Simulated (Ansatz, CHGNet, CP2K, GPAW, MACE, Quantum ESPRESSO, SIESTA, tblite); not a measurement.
# Running random packing of Sn (61 atoms) with SIESTA, part 2 of 2

Wanted: SIESTA inputs and outputs for random packing of Sn (61 atoms), checked against a plane-wave reference.

Program: SIESTA 5.4.2; the method stands at each step. Banners, paths, timers and routine set-up lines are dropped from the logs unmarked, and long logs keep their key lines alone; longer cuts are marked. The potentials were converted by us to PSML.

So far. Step 3 (PBE, SZP, shift 0.01 Ry, mesh 300 Ry): Against the first run (16 %), the force difference from the reference is 32 %, at 0.74 times the CPU time (on 1 against 2 cores), with 854 basis functions against 1098: the smaller basis costs accuracy. Step 4 (PBE, DZ, shift 0.01 Ry, mesh 300 Ry): Against the first run (16 %), the force difference from the reference is 24 %, at 0.40 times the CPU time (on 1 against 2 cores), with 793 basis functions against 1098: the smaller basis costs accuracy.

**5. PBE, DZP, shift 0.005 Ry, mesh 300 Ry**

Method: Kohn-Sham DFT, PBE, PseudoDojo 0.4.1 norm-conserving pseudopotentials (converted to PSML), numerical atomic orbitals (DZP), diagonalisation.

File input.fdf:

```
SystemLabel cell
NumberOfAtoms 61
NumberOfSpecies 1
%block ChemicalSpeciesLabel
  1 50 Sn
%endblock ChemicalSpeciesLabel
LatticeConstant 1.0 Ang
%block LatticeVectors
  11.91370 0.00000 0.00000
  0.00000 11.91370 0.00000
  0.00000 0.00000 11.91370
%endblock LatticeVectors
PAO.BasisSize DZP
PAO.EnergyShift 0.005 Ry
XC.Functional GGA
XC.Authors PBE
MeshCutoff 300 Ry
%block kgrid_Monkhorst_Pack
  1 0 0 0.0
  0 1 0 0.0
  0 0 1 0.0
%endblock kgrid_Monkhorst_Pack
SolutionMethod diagon
OccupationFunction FD
ElectronicTemperature 580 K
SCF.Mixer.Method Pulay
SCF.Mixer.Weight 0.05
SCF.Mixer.History 8
SCF.Mix Hamiltonian
MaxSCFIterations 300
SCF.DM.Tolerance 1e-04
SCF.H.Tolerance 1.0e-3 eV
WriteForces T
Write.HirshfeldPop T
Write.VoronoiPop T
Write.DM F
Write.H F
XML.Write F
AtomicCoordinatesFormat Fractional
%block AtomicCoordinatesAndAtomicSpecies
[... 61 atom lines left out: the same atoms as in the first run ...]
%endblock AtomicCoordinatesAndAtomicSpecies
```

Launch:

```sh
$ OMP_NUM_THREADS=1 mpirun -np 2 siesta < input.fdf > output.txt
```

The program printed:

```text
Version         : 5.4.2
reinit: System Name:
reinit: System Label: cell
initatom: Reading input for the pseudopotentials and atomic orbitals ----------
Species number:   1 Atomic number:   50 Label: Sn
Ground state valence configuration (from tables):   5s02  5p02  5d00  4f00
---- Processing specs for species: Sn
GGA--PBE XC_GGA_X_PBE--XC_GGA_C_PBE pb
Semicore shell(s) with 10 electrons included in the valence for Sn
Semicore shell(s): 4d
Fallback to non-perturbative polarization scheme for Sn
Please see the manual if this is not desired in principle
[... lines left out ...]
stepf: Fermi-Dirac step function
        iscf     Eharris(eV)        E_KS(eV)     FreeEng(eV)     dDmax    Ef(eV) dHmax(eV)
[... lines left out ...]
SCF Convergence by DM+H criterion
[... lines left out ...]
SCF cycle converged after 18 iterations
[... lines left out ...]
   Max    4.372733
[... lines left out ...]
   Max    4.372733    constrained
Stress tensor Voigt[x,y,z,yz,xz,xy] (kbar):     -162.69     -161.49     -171.48       -0.90       26.49       32.31
[... lines left out ...]
siesta: FreeEng =   -130735.991867
[... lines left out ...]
siesta:       Kinetic =   77745.053683
siesta:       Hartree =   33381.201136
siesta:         Exch. =  -34518.057168
siesta:         Corr. =   -2098.997383
siesta:   Exch.-corr. =  -36617.054550
siesta:  Ion-electron = -141537.533126
siesta:       Ion-ion =  -63707.356336
siesta:         Total = -130735.689194
siesta:         Fermi =      -3.963379
siesta: Stress tensor (static) (eV/Ang**3):
siesta:    -0.101544    0.020164    0.016533
siesta:     0.020164   -0.100795   -0.000561
siesta:     0.016533   -0.000561   -0.107027
siesta: Cell volume =       1690.985874 Ang**3
siesta: Pressure (static):
siesta:                Solid            Molecule  Units
siesta:           0.00112314          0.00115485  Ry/Bohr**3
siesta:           0.10312217          0.10603330  eV/Ang**3
siesta:         165.21993170        169.88408105  kBar
    Orbital volume contribution        =          77.159981 eV
    (Free)E + p_basis*V_orbitals       =     -130658.831886 eV
    (Free)Eharris+ p_basis*V_orbitals  =     -130658.831881 eV
Hirshfeld Atomic Populations:
Atom #   charge [q] valence [e]  Species
     1    -0.005478   14.005478  Sn
     2     0.018217   13.981783  Sn
     3    -0.013443   14.013443  Sn
[...]
--------------------
 Total    -0.000001
Voronoi Atomic Populations:
Atom #   charge [q] valence [e]  Species
[...]
60    -0.001902   14.001902  Sn
    61     0.002679   13.997321  Sn
--------------------
 Total    -0.000001
```

The job ended after 4.4 min (2 MPI ranks of Arm Neoverse V2, shared host; peak memory 2.1 GiB).

Against the reference:

```yaml
r_m_s_force_component: 1.327 eV/Å
r_m_s_difference_of_force_components: 155.6 meV/Å
longest_difference_of_force_vectors: 563 meV/Å
force_difference_over_r_m_s_force: 13.13 %
slope_of_forces_against_the_reference_s: 1.119
correlation_of_force_components: 0.9987
pressure: 16.52 GPa
pressure_difference: 1.653 GPa
```

Against the first run (16 %), the force difference from the reference is 13 %, at 1.5 times the CPU time.

**6. revPBE, PBE potentials, DZP, shift 0.01 Ry, mesh 300 Ry**

Method: Kohn-Sham DFT, revPBE, PseudoDojo 0.4.1 norm-conserving pseudopotentials (converted to PSML), numerical atomic orbitals (DZP), diagonalisation.

Edit input.fdf of step 5 so:

```diff
@@ -13,5 +13,5 @@
 PAO.BasisSize DZP
-PAO.EnergyShift 0.005 Ry
+PAO.EnergyShift 0.01 Ry
 XC.Functional GGA
-XC.Authors PBE
+XC.Authors revPBE
 MeshCutoff 300 Ry
```

The program printed:

```text
Version         : 5.4.2
reinit: System Name:
reinit: System Label: cell
initatom: Reading input for the pseudopotentials and atomic orbitals ----------
Species number:   1 Atomic number:   50 Label: Sn
Ground state valence configuration (from tables):   5s02  5p02  5d00  4f00
---- Processing specs for species: Sn
GGA--PBE XC_GGA_X_PBE--XC_GGA_C_PBE pb
Semicore shell(s) with 10 electrons included in the valence for Sn
Semicore shell(s): 4d
Fallback to non-perturbative polarization scheme for Sn
Please see the manual if this is not desired in principle
Sn pseudopotential only contains V_ls up to l=2 -- lmxkb reset.
Using PAO.SplitTailNorm
%block ChemicalSpeciesLabel
    1   50 Sn                      # Species index, atomic number, species label
%endblock ChemicalSpeciesLabel
[... lines left out ...]
Total number of electrons:   854.000000
[... lines left out ...]
stepf: Fermi-Dirac step function
        iscf     Eharris(eV)        E_KS(eV)     FreeEng(eV)     dDmax    Ef(eV) dHmax(eV)
[... lines left out ...]
SCF Convergence by DM+H criterion
[... lines left out ...]
SCF cycle converged after 19 iterations
[... lines left out ...]
   Max    4.599277
[... lines left out ...]
   Max    4.599277    constrained
Stress tensor Voigt[x,y,z,yz,xz,xy] (kbar):     -172.34     -171.41     -182.46       -0.97       27.21       34.24
[... lines left out ...]
siesta: Program's energy decomposition (eV):
siesta: Ebs     =    -17353.341120
siesta: Eions   =    143261.623232
siesta: Ena     =      7431.054658
siesta: Ekin    =     77896.267524
siesta: Enl     =    -36798.183883
siesta: DEna    =       637.587331
siesta: DUscf   =        15.323175
siesta: Ex      =    -34585.860645
siesta: Ec      =     -2099.364153
siesta: Exc     =    -36685.224798
siesta: Eharris =   -130764.799227
siesta: Etot    =   -130764.799226
siesta: FreeEng =   -130765.101500
siesta: Final energy (eV):
siesta:  Band Struct. =  -17353.341120
siesta:       Kinetic =   77896.267524
siesta:       Hartree =   33454.752893
siesta:         Exch. =  -34585.860645
siesta:         Corr. =   -2099.364153
siesta:   Exch.-corr. =  -36685.224798
siesta:  Ion-electron = -141235.977612
siesta:       Ion-ion =  -64194.617232
siesta:         Total = -130764.799226
siesta:         Fermi =      -3.294682
siesta: Stress tensor (static) (eV/Ang**3):
siesta:    -0.107565    0.021371    0.016985
siesta:     0.021371   -0.106983   -0.000606
siesta:     0.016985   -0.000606   -0.113882
siesta: Cell volume =       1690.985874 Ang**3
siesta: Pressure (static):
siesta:                Solid            Molecule  Units
siesta:           0.00119235          0.00121946  Ry/Bohr**3
siesta:           0.10947693          0.11196569  eV/Ang**3
siesta:         175.40137430        179.38880477  kBar
    Orbital volume contribution        =          60.683177 eV
    (Free)E + p_basis*V_orbitals       =     -130704.418323 eV
    (Free)Eharris+ p_basis*V_orbitals  =     -130704.418324 eV
Hirshfeld Atomic Populations:
Atom #   charge [q] valence [e]  Species
     1    -0.001191   14.001191  Sn
     2     0.014695   13.985305  Sn
     3    -0.017477   14.017477  Sn
[...]
--------------------
 Total     0.000061
Voronoi Atomic Populations:
Atom #   charge [q] valence [e]  Species
[...]
60    -0.011471   14.011471  Sn
    61     0.001886   13.998114  Sn
--------------------
 Total     0.000060
```

The job ended after 3.2 min (2 MPI ranks; peak memory 1.8 GiB; 6.3 min of CPU time).

Compared with the plane-wave run:

```
r.m.s. force component                  : 1.381 eV/Å
r.m.s. difference of force components   : 215.9 meV/Å
longest difference of force vectors     : 800 meV/Å
force difference over r.m.s. force      : 18.22 %
slope of forces against the reference's : 1.163
correlation of force components         : 0.9975
pressure                                : 17.54 GPa
pressure difference                     : 2.671 GPa
```

Against the first run (16 %), the force difference from the reference is 18 %, at 1.0 times the CPU time; the model has changed, so this is no error of the program alone.

**7. All runs compared**

Differences are against the plane-wave reference, forces as r.m.s. over components; share is that over the reference's r.m.s. force, slope the least-squares factor from reference forces to these. Total energies of different programs have different zeros and aren't compared.

| run | Δ force, r.m.s. (meV/Å) | share (%) | slope | Δ pressure (GPa) | cores | CPU time | memory (GiB) |
| --- | --- | --- | --- | --- | --- | --- | --- |
| reference | - | - | - | - | 4 | 15 min | 4.9 |
| SIESTA PBE, DZP, shift 0.01 Ry, mesh 300 Ry | 192 | 16.2 | 1.142 | 1.58 | 2 | 6 min | 1.8 |
| SIESTA PBE, SZP, shift 0.01 Ry, mesh 300 Ry (coarse) | 376 | 31.8 | 1.291 | 3.01 | 1 | 4.5 min | 1.3 |
| SIESTA PBE, DZ, shift 0.01 Ry, mesh 300 Ry (coarse) | 289 | 24.4 | 1.176 | 0.622 | 1 | 2.4 min | 0.96 |
| SIESTA PBE, DZP, shift 0.005 Ry, mesh 300 Ry | 156 | 13.1 | 1.119 | 1.65 | 2 | 8.9 min | 2.1 |
| SIESTA revPBE, PBE potentials, DZP, shift 0.01 Ry, mesh 300 Ry | 216 | 18.2 | 1.163 | 2.67 | 2 | 6.3 min | 1.8 |

Rows marked coarse were listed beforehand as settings not expected to be converged; some can still land near the reference.

CPU time is summed over cores on a shared host, where runs went side by side, so it is rough. Symmetry, cutoffs, thresholds, outputs and thread counts weren't matched or tuned between programs; memory under MPI is the largest rank's times the ranks.

**8. What came out**

```json
{
  "nearest in forces": "SIESTA PBE, DZP, shift 0.005 Ry, mesh 300 Ry, 13 %",
  "its CPU time": "8.9 min"
}
```

**Reading.** The PBE runs in local orbitals, coarse settings apart, differ by 13 % (SIESTA PBE, DZP, shift 0.005 Ry, mesh 300 Ry) to 16 % (SIESTA PBE, DZP, shift 0.01 Ry, mesh 300 Ry); basis, grid and potentials can all enter. Rows with another functional or a dispersion term differ by 18 % (SIESTA revPBE, PBE potentials, DZP, shift 0.01 Ry, mesh 300 Ry), which mixes the change of model with differences of basis and potentials, some of them made for another functional. Runs with settings chosen to be coarse differ by 24 % (SIESTA PBE, DZ, shift 0.01 Ry, mesh 300 Ry) to 32 % (SIESTA PBE, SZP, shift 0.01 Ry, mesh 300 Ry), their programs' other errors included. Of the electronic-structure runs that take under half the reference's CPU time, SIESTA PBE, DZP, shift 0.01 Ry, mesh 300 Ry comes nearest, at 16 % in 6 min against 15 min; its pressure misses by +1.6 GPa. SIESTA PBE, SZP, shift 0.01 Ry, mesh 300 Ry stiffens the forces by a factor of 1.29 while following their directions (correlation 0.995); the slopes of the 5 SIESTA runs lie between 1.12 and 1.29. In pressure, SIESTA PBE, SZP, shift 0.01 Ry, mesh 300 Ry misses by +3.0 GPa, at the same functional. The reference's pressure holds the uncorrected Pulay stress of its 45 Ry basis, so small pressure differences, and their order, may be the reference's own error. The reference's pressure of 15 GPa says that the cell would expand at this level of theory. The electronic-structure runs sample only Γ, in a cell whose shortest periodic width is 12 Å, which is coarse for a cell with partly filled levels.

[Also dropped from logs without a mark: logging warnings of Python, and SIESTA's first energy breakdown and zero terms.]

[Logs are printed without paths, hosts, clocks, repeated set-up lines and the standing remarks that a program may print on its own settings, such as how far it seeks lower states.]

[Hosts, paths, dates, database ids (printed as entryN), source tags and the programs' standing remarks are cut or masked in the printed files.]
